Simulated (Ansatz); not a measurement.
# Ge (Fd-3m, 2 atoms in the cell) under biaxial strain in the (111) plane, part 2 of 2

Wanted: the shifts of the zone-centre modes of Ge (Fd-3m, 2 atoms in the cell) with strain.

Ansatz 0.2.0; DFT LDA, scalar-relativistic, plane waves, PAW; PAW set soft_1.

So far, highest optical mode at the zone centre (no LO-TO term) (cm⁻¹): step 4 (zone-centre response at rest) 294.

## 6. Zone-centre modes of the member: biaxial strain of -1 % in the (111) plane

The zone-centre modes follow for biaxial strain of -1 % in the (111) plane.

input.yaml

```yaml
crystal:
  lattice:
    - [0.0257017934, 2.8083370391, 2.8083370391]
    - [2.8083370391, 0.0257017934, 2.8083370391]
    - [2.8083370391, 2.8083370391, 0.0257017934]
  atoms:
    - { symbol: Ge, position: [0.5005891399, 0.5005891399, 0.5005891399] }
    - { symbol: Ge, position: [0.7494108601, 0.7494108601, 0.7494108601] }
kpoints:
  mp_grid: { grid: [12, 12, 12], shift: [0.5, 0.5, 0.5] }
hamiltonian:
  xc: lda
  pseudopotentials: { kind: paw, azcp: { folder: soft_1 }, xc_functional: pbe }
scf:
  occupations: { method: gaussian, width: 0.015 }
output:
  eigenvalues: true
phonons:
  method: dfpt
```

Command:

```sh
$ ansatz run input.yaml --threads 4 --pin off --max-ram 10240MiB --backend cpu --events-out ev --progress --plain --runs-dir out
```

Numbers of over 12 decimals in the logs are rounded to 6 here.

What it wrote:

```text
[...]
Crystal: 2 atoms, lattice volume = 43.689 Å³
Basis set: ecut = 420 eV, 875 PW (Γ), exchange–correlation on 64×64×64 points (8 copies of the dense FFT grid, shifted against one another)
Bands: 18, of which v1, the nominal top of the filled ones, is band 14 counted from 1 (13 counted from 0)
Symmetry: 12 space group operations
k-points: 468 of 1728 (irreducible under 2 space group operations, time reversal used)
[...]
SCF iter   1: F=—  HF=-8431.591988 eV  |F-HF|=—  |Δ(HF+E_count)|=         —  Δρ=3.62e-2  dr2=5.24e-1  ethr=3.10e-3  ⟨swp⟩=6.0  Hψ=39487  notcnv=0
[...]
SCF iter   9: F=-8431.450035 eV  HF=-8431.450035 eV  |F-HF|=9.09e-12  |Δ(HF+E_count)|=  3.64e-11  Δρ=1.14e-7  dr2=2.61e-12  ethr=1.00e-12  ⟨swp⟩=5.2  Hψ=36594  notcnv=0
SCF 1 converged in 9 iterations: F = -8431.450035 eV  dr2 = 2.61e-12
[...]
SCF converged after 9 iterations
Free energy (F): -8431.450035 eV
[...]
Internal energy: -8431.450035 eV  (E = F + TS)
E sigma→0 (E₀):  -8431.450035 eV
Fermi energy:    8.866010 eV
[...]
--- Band table (eV; the first three rows and the last of 468) ---
  k-point 0: bands = [... 10 lower, -4.3599, 7.9237, 8.7042, 8.7042, 9.4103, 11.2465, 11.3602, 11.3602]
  k-point 1: bands = [... 10 lower, -4.2433, 6.7939, 8.1049, 8.6192, 9.9817, 11.4863, 11.5308, 12.0494]
  k-point 2: bands = [... 10 lower, -3.9542, 5.2095, 7.6151, 8.2740, 9.8594, 11.9182, 12.1483, 13.2399]
  k-point 467: bands = [... 10 lower, -2.1747, 0.9199, 6.9452, 7.2092, 9.0801, 12.3344, 12.5418, 15.7768]
[...]
ASR residual: 2.119e-5 → 0.000e0 eV/Å²; symmetrization residual: 2.387e-12 eV/Å²
  ASR residual per site (eV/Å²): 2.12e-5 2.12e-5
  Γ frequencies (cm⁻¹): 0.00 0.00 0.00 296.65 300.30 300.30
[...]
```

Wall time 15 s (4 threads of Arm Neoverse V2, shared host); peak memory 1.3 GiB.

Numbers from this step:

| Item | Value |
| --- | --- |
| sum-rule residual before enforcement | 2.12e-5 eV/Å² |
| highest optical mode at the zone centre (no LO-TO term) | 300.3 cm⁻¹ |
| lowest optical zone-centre mode | 296.6 cm⁻¹ |

Patterns of degenerate modes are one choice out of their space. Modes at Γ:

```tsv
mode	frequency (cm⁻¹)
1	0.0
2	0.0
3	0.0
4	296.6
5	300.3
6	300.3
```

The lowest optical mode is real, 297 cm⁻¹, and the highest lies at 300.3 cm⁻¹.

For the highest optical mode at the zone centre (no LO-TO term), step 4 gave 294 cm⁻¹; this run, with strain -1 %, gives 300 cm⁻¹ (+2 %).

## 7. A member of the series: biaxial strain of -4 % in the (111) plane

The cell takes a biaxial strain of -4 % in the (111) plane. The strained lengths are held, while the rest of the cell and the atoms relax.

input.yaml, the sections that differ from step 6:

```yaml
crystal:
  lattice:
    - [0.097280816, 2.7955937814, 2.7955937814]
    - [2.7955937814, 0.097280816, 2.7955937814]
    - [2.7955937814, 2.7955937814, 0.097280816]
  atoms:
    - { symbol: Ge, position: [0.5019262636, 0.5019262636, 0.5019262636] }
    - { symbol: Ge, position: [0.7480737364, 0.7480737364, 0.7480737364] }
  conventional_axes: [[-1, 1, 0], [0, -1, 1], [1, 1, 1]]
output:
  forces: true
  stress: true
  eigenvalues: true
relax:
  adjacent_minimum: "off"
  f_tol: 0.001
  max_steps: 60
  cell: { stress_tol: 0.01, fix: [a, b, angles] }
# kpoints, hamiltonian, scf: as in step 6
# phonons: removed
```

What it wrote:

```text
[...]
Crystal: 2 atoms, lattice volume = 41.417 Å³
Basis set: ecut = 420 eV, 821 PW (Γ)
Bands: 18, of which v1, the nominal top of the filled ones, is band 14 counted from 1 (13 counted from 0)
Symmetry: 12 space group operations
[...]
k-points: 182 of 1728
[...]
k-point 181: bands = [... 10 lower, -1.9812, 1.2802, 7.3623, 8.0665, 11.1165, 13.3053, 13.7507, 17.1734]
--- Relaxed structure (4 steps of the walk, 4 accepted, 1 SCFs on fresh bases) ---
[...]
cell:  # Å, volume = 41.5972 Å³
    - [0.105523, 2.803836, 2.803836]
    - [2.803836, 0.105523, 2.803836]
    - [2.803836, 2.803836, 0.105523]
  atoms:
    - { symbol: Ge, position: [0.502646, 0.502646, 0.502646] }
    - { symbol: Ge, position: [0.747354, 0.747354, 0.747354] }
[key lines of the parts left out:]
SCF converged after 5 iterations
Free energy (F): -8431.368711 eV
Fermi energy:    9.654385 eV
P = ⅓ Tr σ = 5.5647 GPa (55.647 kbar)
```

The job ended after 7.4 s (4 threads; peak memory 0.42 GiB; 28 s of CPU time).

Step by step:

```tsv
step	energy less that of the first step (eV)	largest force component (eV/Å)	pressure (GPa)	volume (Å³)
1	0.0000	0.0800	6.05	41.42
2	-0.0012	0.0049	5.54	41.61
3	-0.0012	0.0008	5.56	41.60
4	-0.0012	0.0000	5.56	41.60
5*	-0.0012	0.0000	5.56	41.60
```

Relaxation steps marked * repeat the geometry before them on a plane-wave basis chosen anew for their cell, so energy and pressure can jump there.

The run keeps the 12 symmetry operations that it works with, so distortions that break them were not tested.

```tsv
conventional cell, symmetrised	before	after	change
a (Å)	3.816	3.816	-0.0 %
b (Å)	3.816	3.816	-0.0 %
c (Å)	9.853	9.896	+0.4 %
volume (Å³/atom)	20.71	20.80	+0.4 %
```

Final coordinates:

```xyz
2
Lattice="0.1055 2.8038 2.8038 2.8038 0.1055 2.8038 2.8038 2.8038 0.1055" Properties=species:S:1:pos:R:3 pbc="T T T"
Ge    2.8717    2.8717    2.8717
Ge    4.2698    4.2698    4.2698
```

This step gave:

| Item | Value |
| --- | --- |
| pressure | 5.565 GPa |
| gap on the k-mesh | 0.1627 eV |
| volume per atom | 20.80 Å³ |

The largest force component left is 0.0051 meV/Å.

## 8. Zone-centre modes of the member: biaxial strain of -4 % in the (111) plane

The zone-centre modes follow for biaxial strain of -4 % in the (111) plane.

input.yaml, the sections that differ from step 7:

```yaml
crystal:
  lattice:
    - [0.1055230606, 2.803836026, 2.803836026]
    - [2.803836026, 0.1055230606, 2.803836026]
    - [2.803836026, 2.803836026, 0.1055230606]
  atoms:
    - { symbol: Ge, position: [0.5026460342, 0.5026460342, 0.5026460342] }
    - { symbol: Ge, position: [0.7473539658, 0.7473539658, 0.7473539658] }
output:
  eigenvalues: true
phonons:
  method: dfpt
# kpoints, hamiltonian, scf: as in step 7
# relax: removed
```

What it wrote:

```text
[...]
Crystal: 2 atoms, lattice volume = 41.597 Å³
Basis set: ecut = 420 eV, 827 PW (Γ), exchange–correlation on 64×64×64 points (8 copies of the dense FFT grid, shifted against one another)
Bands: 18, of which v1, the nominal top of the filled ones, is band 14 counted from 1 (13 counted from 0)
Symmetry: 12 space group operations
k-points: 468 of 1728 (irreducible under 2 space group operations, time reversal used)
[...]
k-point 1: bands = [... 10 lower, -3.9430, 7.4739, 8.6454, 9.4601, 10.8596, 12.3149, 12.3706, 12.8495]
  k-point 2: bands = [... 10 lower, -3.6349, 5.9787, 7.9576, 9.0573, 10.6985, 12.8113, 12.8574, 14.2066]
  k-point 467: bands = [... 10 lower, -1.6716, 1.3917, 7.3752, 7.8757, 9.7360, 12.9328, 13.2630, 16.3772]
[...]
ASR residual: 1.707e-5 → 0.000e0 eV/Å²; symmetrization residual: 2.256e-12 eV/Å²
  ASR residual per site (eV/Å²): 1.71e-5 1.71e-5
  Γ frequencies (cm⁻¹): 0.00 0.00 0.00 306.26 317.49 317.49
[...]
[key lines of the parts left out:]
SCF converged after 8 iterations
Free energy (F): -8431.368711 eV
Fermi energy:    9.654385 eV
```

The job ended after 15 s (4 threads; peak memory 1.2 GiB; 55 s of CPU time).

Numbers from this step:

```yaml
sum_rule_residual_before_enforcement: 1.71e-5 eV/Å²
highest_optical_mode_at_the_zone_centre_no_lo_to_term: 317.5 cm⁻¹
lowest_optical_zone_centre_mode: 306.3 cm⁻¹
```

Patterns of degenerate modes are one choice out of their space. Modes at Γ:

```tsv
mode	frequency (cm⁻¹)
1	0.0
2	0.0
3	0.0
4	306.3
5	317.5
6	317.5
```

The lowest optical mode is real, 306 cm⁻¹, and the highest lies at 317.5 cm⁻¹.

Between step 4 and this run (strain -4 %) the value for the highest optical mode at the zone centre (no LO-TO term) moves from 294 cm⁻¹ to 317 cm⁻¹ (+8 %).

## 9. All members side by side

The members are set side by side, also those not shown above.

Stress is positive in compression; energies are extrapolated to zero smearing, and E0 is that at rest; members with a gap under 0.05 eV are left out; the edges not held and the atoms are relaxed in each cell; all runs use 12×12×12 k points and Gaussian smearing of 0.015 eV. State of the crystal along the series:

```tsv
strain (%)	in-plane stress (GPa)	free strain along [111] (%)	E - E0 (meV/atom)
-4	8.348	1.631	43.19
-3	6.018	1.192	23.75
-2	3.853	0.7719	10.33
-1	1.851	0.3716	2.533
0	0.007635	0	0
```

Optical modes are counted from below at rest and tracked from member to member by their patterns, and modes that stay within 0.3 cm⁻¹ of each other stand once; labels, where given, are those at rest; members with a gap under 0.05 eV are left out; the edges not held and the atoms are relaxed in each cell; all runs use 12×12×12 k points and Gaussian smearing of 0.015 eV. Optical modes along the series:

```tsv
strain (%)	optical mode 1, singlet (cm⁻¹)	optical mode 2, doublet (cm⁻¹)
-4	306.3	317.5
-3	302.8	312.1
-2	299.6	306.4
-1	296.6	300.3
0	293.9	293.9
```

## 10. Outcome

* members: 5
* highest optical mode at the zone centre (no LO-TO term), at rest: 293.9 cm⁻¹

The strain lowers the symmetry: the level at 293.9 cm⁻¹ splits, into 306.3 and 317.5 cm⁻¹ at -4 %. At strain (%) 1, 2, 3 and 4 the gap on the mesh is under 0.05 eV, where mesh and smearing no longer suit, so these members are left out. These are harmonic frequencies at zero temperature: anharmonic shifts, linewidths and thermal expansion are left out. The PAW files were made for PBE; the program adapts parts of them to the functional of the run, but their partial waves stay those of PBE, an approximation that was not tested in this session. Only the zone centre was solved, so an instability at another wavevector cannot show here. The k mesh is shifted off Γ, so the gap on the mesh misses a band edge that lies there. The shift also lowers the symmetry that the program can use, which splits degenerate modes slightly; labels are left out.

[Logs are printed without paths, hosts, clocks, repeated set-up lines and the standing remarks that a program may print on its own settings, such as how far it seeks lower states.]

[Hosts, paths, dates, database ids (printed as entryN), source tags and the programs' standing remarks are cut or masked in the printed files.]
